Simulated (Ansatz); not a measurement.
# Work function of Rh(111): what the settings cost and change

How thick a slab and how much vacuum does the work function of Rh(111) need?

Calculated with Ansatz 0.2.0; plane-wave DFT, PBE, Ansatz PAW.

The experiments to compare with:

For Rh (clean (111) face, a compiled value), “Anisotropic work function of elemental crystals” (2019, arxiv:1902.07811) quotes earlier work: work function (clean (111) face, a compiled value) 5.46 eV.

Report form: the programs' logs are mostly left out.

## 1. The starting structure

The cell holds 1 atom: 1 Rh. Cell: a = 2.687 Å, b = 2.687 Å, c = 18.000 Å, α = 90.0°, β = 90.0°, γ = 60.0°. Vacuum lies along c.

Coordinates:

```cif
data_structure
_symmetry_space_group_name_H-M 'P 1'
_symmetry_Int_Tables_number 1
_cell_length_a 2.6870
_cell_length_b 2.6870
_cell_length_c 18.0000
_cell_angle_alpha 90.000
_cell_angle_beta 90.000
_cell_angle_gamma 60.000
_cell_volume 112.55
loop_
_atom_site_label
_atom_site_type_symbol
_atom_site_fract_x
_atom_site_fract_y
_atom_site_fract_z
_atom_site_occupancy
Rh1 Rh 0.66667 0.66667 0.50000 1
```

## 2. Run, setting 1 layer

A work function rests on the faint tail of the density, so the SCF threshold is tight. The slab grows from one layer, at fixed mesh and 18 Å of vacuum; then the vacuum is varied on one slab.

The input, input.yaml:

```yaml
crystal:
  lattice:
    - [2.6870057685, 0.0, 0.0]
    - [1.3435028843, 2.3270152556, 0.0]
    - [0.0, 0.0, 18.0]
  atoms:
    - { symbol: Rh, position: [0.6666666667, 0.6666666667, 0.5] }
kpoints:
  mp_grid: { grid: [17, 17, 1] }
hamiltonian:
  xc: pbe
scf:
  occupations: { method: fermi_dirac, width: 0.1 }
  convergence: { dr2_threshold: 1.0e-09 }
efield:
  axis: 3
  dipole_correction: true
  ramp_position: 0.97
  ramp_width: 0.06
output:
  write_potential: true
  write_density: true
  volumetric_format: npy
  elf: true
```

Run with:

```
ansatz run input.yaml --threads 2 --pin off --max-ram 3072MiB --backend cpu --events-out ev --progress --plain --runs-dir out
```

Run time: 7.1 s. Hardware: 2 threads of Arm Neoverse N1, shared host; peak memory 0.36 GiB.

Numbers from this step:

```
energy at zero smearing   : -6401.0395 eV
work function, upper face : 5.923 eV
```

Running mean over 2.194 Å of the planar mean; the ramp of the sawtooth is left out. The electron's electrostatic potential energy less the Fermi level by z:

```
z (Å)  electron's electrostatic potential energy less the Fermi level (eV)
 2.88                                                                 5.92
 3.31                                                                 5.92
 3.74                                                                 5.92
 4.18                                                                 5.92
 4.61                                                                 5.92
 5.04                                                                 5.92
 5.47                                                                 5.91
 5.90                                                                 5.88
 6.19                                                                 5.82
 6.62                                                                 5.58
 7.06                                                                 4.76
 7.49                                                                 1.82
 7.92                                                                -3.85
 8.35                                                                -9.34
 8.78                                                                -11.8
 9.22                                                                -11.8
 9.65                                                                -9.34
10.08                                                                -3.85
10.51                                                                 1.82
10.94                                                                 4.76
11.38                                                                 5.58
11.81                                                                 5.82
12.10                                                                 5.88
12.53                                                                 5.91
12.96                                                                 5.92
13.39                                                                 5.92
13.82                                                                 5.92
14.26                                                                 5.92
14.69                                                                 5.92
15.12                                                                 5.92
```

Valence density in the ca plane at fractional y = 0.667, with atoms of Rh within 0.2 Å of it. It is the smooth field of the valence electrons, not physical close to the nuclei.

Values in units of 1e0 e/Å³, 5 rows by 16 columns, each cell a mean:
```
0.0 0.0 0.0 0.0 0.0 0.0 0.0 2.3 3.5 0.1 0.0 0.0 0.0 0.0 0.0 0.0
0.0 0.0 0.0 0.0 0.0 0.0 0.1 5.0 7.3 0.1 0.0 0.0 0.0 0.0 0.0 0.0
0.0 0.0 0.0 0.0 0.0 0.0 0.0 2.2 3.3 0.1 0.0 0.0 0.0 0.0 0.0 0.0
0.0 0.0 0.0 0.0 0.0 0.0 0.0 0.3 0.5 0.0 0.0 0.0 0.0 0.0 0.0 0.0
0.0 0.0 0.0 0.0 0.0 0.0 0.0 0.3 0.4 0.0 0.0 0.0 0.0 0.0 0.0 0.0
```
Columns run along c (18.0 Å), rows up along a (2.7 Å). Atoms in or near the plane, at fractional coordinates: Rh at (0.50, 0.67).

ELF in the ca plane at fractional y = 0.667, with atoms of Rh within 0.2 Å of it. It is the smooth field of the valence electrons, not physical close to the nuclei.

Ten even steps from '0' (0.00) to '9' (0.77), each cell a mean:
```
00000000000000000122477532100000000000000000
00000000000000000123699842210000000000000000
00000000000000000124799953210000000000000000
00000000000000000123699842210000000000000000
00000000000000000122366422100000000000000000
00000000000000000112233322100000000000000000
00000000000000000012333322100000000000000000
00000000000000000112233322100000000000000000
```
Columns run along c (18.0 Å), rows up along a (2.7 Å). Atoms in or near the plane, at fractional coordinates: Rh at (0.50, 0.67).

Electrostatic potential energy in the ca plane at fractional y = 0.667, with atoms of Rh within 0.2 Å of it. With pseudopotentials it is smooth inside the atoms' cores, unlike the true potential.

Values in eV, 5 rows by 16 columns, each cell a mean:
```
  3   3   3   3   3   3   2 -26 -35   1   3   3   3   3   3   3
  3   3   3   3   3   3   2 -35 -44   0   3   3   3   3   3   3
  3   3   3   3   3   3   2 -25 -34   1   3   3   3   3   3   3
  3   3   3   3   3   3   3  -4  -6   2   3   3   3   3   3   3
  3   3   3   3   3   3   3  -4  -6   2   3   3   3   3   3   3
```
Columns run along c (18.0 Å; values clipped at the 3rd and 97th percentile), rows up along a (2.7 Å). Atoms in or near the plane, at fractional coordinates: Rh at (0.50, 0.67).

The work function is 5.923 eV.

## 3. Run, 2 atoms

System of this step: Rh(111). The cell holds 2 atoms: 2 Rh. Its edges and angles: a = 2.687 Å, b = 2.687 Å, c = 20.194 Å, α = 90.0°, β = 90.0°, γ = 60.0°. Vacuum lies along c.

input.yaml, the sections that differ from step 2:

```yaml
crystal:
  lattice:
    - [2.6870057685, 0.0, 0.0]
    - [1.3435028843, 2.3270152556, 0.0]
    - [0.0, 0.0, 20.1939310229]
  atoms:
    - { symbol: Rh, position: [0.6666666667, 0.6666666667, 0.4456784561] }
    - { symbol: Rh, position: [0.0, 0.0, 0.5543215439] }
output:
  write_potential: true
  write_density: true
  volumetric_format: npy
# kpoints, hamiltonian, scf, efield: as in step 2
```

The job ended after 13 s (2 threads; peak memory 0.42 GiB; 23 s of CPU time).

The work function is 5.191 eV, -0.732 eV from the run “1 layer”, at 1.8 times its CPU time.

## 4. Slab, 3 atoms

System of this step: Rh(111). The cell holds 3 atoms: 3 Rh. Cell: a = 2.687 Å, b = 2.687 Å, c = 22.388 Å, α = 90.0°, β = 90.0°, γ = 60.0°. Vacuum lies along c.

input.yaml, the sections that differ from step 3:

```yaml
crystal:
  lattice:
    - [2.6870057685, 0.0, 0.0]
    - [1.3435028843, 2.3270152556, 0.0]
    - [0.0, 0.0, 22.3878620458]
  atoms:
    - { symbol: Rh, position: [0.3333333333, 0.3333333333, 0.4020035491] }
    - { symbol: Rh, position: [0.6666666667, 0.6666666667, 0.5] }
    - { symbol: Rh, position: [0.0, 0.0, 0.5979964509] }
# kpoints, hamiltonian, scf, efield, output: as in step 3
```

It took 20 s on 2 threads; peak memory 0.41 GiB.

The work function is 5.099 eV, -0.092 eV from the run “2 layers”, at 1.4 times its CPU time.

## 5. Run, 4 atoms

System of this step: Rh(111). The cell holds 4 atoms: 4 Rh. Cell: a = 2.687 Å, b = 2.687 Å, c = 24.582 Å, α = 90.0°, β = 90.0°, γ = 60.0°. Vacuum lies along c.

input.yaml, the sections that differ from step 4:

```yaml
crystal:
  lattice:
    - [2.6870057685, 0.0, 0.0]
    - [1.3435028843, 2.3270152556, 0.0]
    - [0.0, 0.0, 24.5817930688]
  atoms:
    - { symbol: Rh, position: [0.0, 0.0, 0.3661246344] }
    - { symbol: Rh, position: [0.3333333333, 0.3333333333, 0.4553748781] }
    - { symbol: Rh, position: [0.6666666667, 0.6666666667, 0.5446251219] }
    - { symbol: Rh, position: [0.0, 0.0, 0.6338753656] }
# kpoints, hamiltonian, scf, efield, output: as in step 4
```

The job ended after 33 s (2 threads; peak memory 0.47 GiB).

The work function is 5.180 eV, +0.080 eV from the run “3 layers”, at 1.7 times its CPU time.

## 6. Slab, 5 atoms

System of this step: Rh(111). The cell holds 5 atoms: 5 Rh. Cell: a = 2.687 Å, b = 2.687 Å, c = 26.776 Å, α = 90.0°, β = 90.0°, γ = 60.0°. Vacuum lies along c.

input.yaml, the sections that differ from step 5:

```yaml
crystal:
  lattice:
    - [2.6870057685, 0.0, 0.0]
    - [1.3435028843, 2.3270152556, 0.0]
    - [0.0, 0.0, 26.7757240917]
  atoms:
    - { symbol: Rh, position: [0.6666666667, 0.6666666667, 0.3361253638] }
    - { symbol: Rh, position: [0.0, 0.0, 0.4180626819] }
    - { symbol: Rh, position: [0.3333333333, 0.3333333333, 0.5] }
    - { symbol: Rh, position: [0.6666666667, 0.6666666667, 0.5819373181] }
    - { symbol: Rh, position: [0.0, 0.0, 0.6638746362] }
# kpoints, hamiltonian, scf, efield, output: as in step 5
```

Wall time 43 s (2 threads); peak memory 0.53 GiB; 73 s of CPU time.

The work function is 5.173 eV, -0.007 eV from the run “4 layers”, at 1.3 times its CPU time.

## 7. Slab, 6 atoms

System of this step: Rh(111). The cell holds 6 atoms: 6 Rh. Its edges and angles: a = 2.687 Å, b = 2.687 Å, c = 28.970 Å, α = 90.0°, β = 90.0°, γ = 60.0°. Vacuum lies along c.

input.yaml, the sections that differ from step 6:

```yaml
crystal:
  lattice:
    - [2.6870057685, 0.0, 0.0]
    - [1.3435028843, 2.3270152556, 0.0]
    - [0.0, 0.0, 28.9696551146]
  atoms:
    - { symbol: Rh, position: [0.3333333333, 0.3333333333, 0.3106699049] }
    - { symbol: Rh, position: [0.6666666667, 0.6666666667, 0.386401943] }
    - { symbol: Rh, position: [0.0, 0.0, 0.462133981] }
    - { symbol: Rh, position: [0.3333333333, 0.3333333333, 0.537866019] }
    - { symbol: Rh, position: [0.6666666667, 0.6666666667, 0.613598057] }
    - { symbol: Rh, position: [0.0, 0.0, 0.6893300951] }
# kpoints, hamiltonian, scf, efield, output: as in step 6
```

The job ended after 61 s (2 threads; peak memory 0.63 GiB).

The work function is 5.159 eV, -0.014 eV from the run “5 layers”, at 1.4 times its CPU time.

## 8. Run, 8 atoms

System of this step: Rh(111). The cell holds 8 atoms: 8 Rh. Cell: a = 2.687 Å, b = 2.687 Å, c = 33.358 Å, α = 90.0°, β = 90.0°, γ = 60.0°. Vacuum lies along c.

input.yaml, the sections that differ from step 7:

```yaml
crystal:
  lattice:
    - [2.6870057685, 0.0, 0.0]
    - [1.3435028843, 2.3270152556, 0.0]
    - [0.0, 0.0, 33.3575171604]
  atoms:
    - { symbol: Rh, position: [0.6666666667, 0.6666666667, 0.269804253] }
    - { symbol: Rh, position: [0.0, 0.0, 0.3355744664] }
    - { symbol: Rh, position: [0.3333333333, 0.3333333333, 0.4013446799] }
    - { symbol: Rh, position: [0.6666666667, 0.6666666667, 0.4671148933] }
    - { symbol: Rh, position: [0.0, 0.0, 0.5328851067] }
    - { symbol: Rh, position: [0.3333333333, 0.3333333333, 0.5986553201] }
    - { symbol: Rh, position: [0.6666666667, 0.6666666667, 0.6644255336] }
    - { symbol: Rh, position: [0.0, 0.0, 0.730195747] }
# kpoints, hamiltonian, scf, efield, output: as in step 7
```

Elapsed: 96 s, on 2 threads; peak memory 0.83 GiB; 2.8 min of CPU time.

The work function is 5.171 eV, +0.012 eV from the run “6 layers”, at 1.6 times its CPU time.

## 9. Run, 10 atoms

System of this step: Rh(111). The cell holds 10 atoms: 10 Rh. Cell: a = 2.687 Å, b = 2.687 Å, c = 37.745 Å, α = 90.0°, β = 90.0°, γ = 60.0°. Vacuum lies along c.

input.yaml, the sections that differ from step 8:

```yaml
crystal:
  lattice:
    - [2.6870057685, 0.0, 0.0]
    - [1.3435028843, 2.3270152556, 0.0]
    - [0.0, 0.0, 37.7453792063]
  atoms:
    - { symbol: Rh, position: [0.0, 0.0, 0.2384397823] }
    - { symbol: Rh, position: [0.3333333333, 0.3333333333, 0.2965642751] }
    - { symbol: Rh, position: [0.6666666667, 0.6666666667, 0.3546887679] }
    - { symbol: Rh, position: [0.0, 0.0, 0.4128132608] }
    - { symbol: Rh, position: [0.3333333333, 0.3333333333, 0.4709377536] }
    - { symbol: Rh, position: [0.6666666667, 0.6666666667, 0.5290622464] }
    - { symbol: Rh, position: [0.0, 0.0, 0.5871867392] }
    - { symbol: Rh, position: [0.3333333333, 0.3333333333, 0.6453112321] }
    - { symbol: Rh, position: [0.6666666667, 0.6666666667, 0.7034357249] }
    - { symbol: Rh, position: [0.0, 0.0, 0.7615602177] }
# kpoints, hamiltonian, scf, efield, output: as in step 8
```

The job ended after 2.5 min (2 threads; peak memory 1.1 GiB; 4.3 min of CPU time).

The work function is 5.167 eV, -0.004 eV from the run “8 layers”, at 1.5 times its CPU time.

## 10. Run, 13 atoms

System of this step: Rh(111). The cell holds 13 atoms: 13 Rh. Cell: a = 2.687 Å, b = 2.687 Å, c = 44.327 Å, α = 90.0°, β = 90.0°, γ = 60.0°. Vacuum lies along c.

input.yaml, the sections that differ from step 9:

```yaml
crystal:
  lattice:
    - [2.6870057685, 0.0, 0.0]
    - [1.3435028843, 2.3270152556, 0.0]
    - [0.0, 0.0, 44.327172275]
  atoms:
    - { symbol: Rh, position: [0.0, 0.0, 0.2030357349] }
    - { symbol: Rh, position: [0.3333333333, 0.3333333333, 0.2525297791] }
    - { symbol: Rh, position: [0.6666666667, 0.6666666667, 0.3020238233] }
    - { symbol: Rh, position: [0.0, 0.0, 0.3515178675] }
    - { symbol: Rh, position: [0.3333333333, 0.3333333333, 0.4010119116] }
    - { symbol: Rh, position: [0.6666666667, 0.6666666667, 0.4505059558] }
    - { symbol: Rh, position: [0.0, 0.0, 0.5] }
    - { symbol: Rh, position: [0.3333333333, 0.3333333333, 0.5494940442] }
    - { symbol: Rh, position: [0.6666666667, 0.6666666667, 0.5989880884] }
    - { symbol: Rh, position: [0.0, 0.0, 0.6484821325] }
    - { symbol: Rh, position: [0.3333333333, 0.3333333333, 0.6979761767] }
    - { symbol: Rh, position: [0.6666666667, 0.6666666667, 0.7474702209] }
    - { symbol: Rh, position: [0.0, 0.0, 0.7969642651] }
# kpoints, hamiltonian, scf, efield, output: as in step 9
```

It took 4.3 min on 2 threads; peak memory 1.5 GiB.

The work function is 5.165 eV, -0.002 eV from the run “10 layers”, at 1.8 times its CPU time.

(Continued in part 2 of 2.)

[Logs are printed without paths, hosts, clocks, repeated set-up lines and the standing remarks that a program may print on its own settings, such as how far it seeks lower states.]

[Hosts, paths, dates, database ids (printed as entryN), source tags and the programs' standing remarks are cut or masked in the printed files.]

[Maps of the electrostatic potential energy from Ansatz leave out the sawtooth potential of an applied field or a dipole correction, so their vacuum need not be flat; planar profiles and work functions include it.]
